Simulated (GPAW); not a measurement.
Consider TiSe (P6_3/mmc).

```xyz
4
Lattice="3.5590 0.0000 0.0000 -1.7795 3.0822 0.0000 0.0000 0.0000 6.2200" Properties=species:S:1:pos:R:3 pbc="T T T"
Se    1.7795    1.0274    4.6650
Se    0.0000    2.0548    1.5550
Ti    0.0000    0.0000    3.1100
Ti    0.0000    0.0000    0.0000
```

Absorber: atom 3, with 6 Se at 2.58 Å (octahedral, site symmetry -3m). Method: GPAW, LDA, excited-electron core hole (neutral cell), 12-atom cell with 6.2 Å between holes, 5×5×5 k points, dipole transitions, Gaussian full width 0.9 eV up to 4 eV, rising linearly to 3.5 eV at 25 eV.

Question: What does the Ti L₃ edge look like?

Main maxima up to 30 eV above the zero (height): 0.8 eV (6.78) and 7.7 eV (0.86). At an L edge the dipole rule selects empty d (and weakly s) states on the absorber, and the strong line at the onset measures the empty part of its d band. 2p–3d multiplets, which reshape such L edges, aren't in a one-electron spectrum. The total-energy difference is 455.32 eV. Two terms are added: -1.48 eV, since the hole is spin-paired here and a spin-polarised one costs that much less in the free atom (computed apart); −2.13 eV, a third of the tabulated L₂–L₃ splitting, since the scalar-relativistic hole is their mean. The photon energy is then 451.71 eV. The tabulated edge of the element is 453.8 eV. The functional leaves an error of a few eV in such absolute values.

The Ti L₃ spectrum (energy from the lowest empty level; intensity scaled to a mean of 1 over the first 20 eV; polarised curves are means over the symmetry-equivalent atoms):

| E (eV) | isotropic | ε ⊥ c | ε ∥ c |
| --- | --- | --- | --- |
| -2.0 | 0.00 | 0.00 | 0.00 |
| -1.0 | 0.02 | 0.02 | 0.02 |
| 0.0 | 2.89 | 3.15 | 2.36 |
| 1.0 | 6.45 | 6.38 | 6.60 |
| 2.0 | 3.14 | 2.82 | 3.78 |
| 3.0 | 1.49 | 1.50 | 1.49 |
| 4.0 | 0.24 | 0.25 | 0.24 |
| 5.0 | 0.33 | 0.34 | 0.30 |
| 6.0 | 0.41 | 0.45 | 0.35 |
| 7.0 | 0.64 | 0.68 | 0.57 |
| 8.0 | 0.81 | 0.82 | 0.78 |
| 9.0 | 0.47 | 0.46 | 0.49 |
| 10.0 | 0.36 | 0.34 | 0.41 |
| 11.0 | 0.29 | 0.27 | 0.32 |
| 12.0 | 0.31 | 0.31 | 0.31 |
| 13.0 | 0.39 | 0.39 | 0.39 |
| 14.0 | 0.44 | 0.43 | 0.45 |
| 15.0 | 0.45 | 0.45 | 0.45 |
| 16.0 | 0.44 | 0.45 | 0.40 |
| 17.0 | 0.42 | 0.44 | 0.38 |
| 18.0 | 0.41 | 0.42 | 0.40 |
| 19.0 | 0.38 | 0.37 | 0.39 |
| 20.0 | 0.35 | 0.34 | 0.37 |
| 21.0 | 0.35 | 0.34 | 0.37 |
| 22.0 | 0.36 | 0.35 | 0.38 |
| 23.0 | 0.39 | 0.38 | 0.40 |
| 24.0 | 0.40 | 0.40 | 0.41 |
| 25.0 | 0.40 | 0.40 | 0.39 |
| 26.0 | 0.39 | 0.40 | 0.37 |
| 27.0 | 0.39 | 0.40 | 0.36 |
| 28.0 | 0.39 | 0.40 | 0.36 |
| 29.0 | 0.39 | 0.40 | 0.37 |
| 30.0 | 0.39 | 0.39 | 0.37 |
| 31.0 | 0.38 | 0.38 | 0.37 |
| 32.0 | 0.37 | 0.38 | 0.36 |

One-electron theory leaves out the 2p–3d multiplets that shape measured L edges of 3d elements, and the L₂ edge isn't added. The unit cell's mesh shows no gap over 0.35 eV. That is right for a metallic compound; for a small-gap or correlated insulator it would be the fault of the functional or of the assumed magnetic order, and the hole would be screened too well. The holes are only 6.2 Å apart, so the shape is probably not converged with cell size; no larger cell was run here. The mesh is coarse (0.24 Å⁻¹ between points), so small maxima may be mesh ripples. The structure is a published determination, not relaxed.

[Banner, clock and machine lines of the logs are left out without a mark of their own.]

[Logs are printed without paths, hosts, clocks, repeated set-up lines and the standing remarks that a program may print on its own settings, such as how far it seeks lower states.]

[Hosts, paths, dates, database ids (printed as entryN), source tags and the programs' standing remarks are cut or masked in the printed files.]

[Lists of maxima count a maximum above −3 eV only where it reaches 4 % of the highest in the window and stands out from its surroundings by 2 % of it (1.5 % where it reaches 55 %); shoulders and weaker maxima are passed over, and of the rest the first, up to two pre-edge ones and the few strongest are named.]
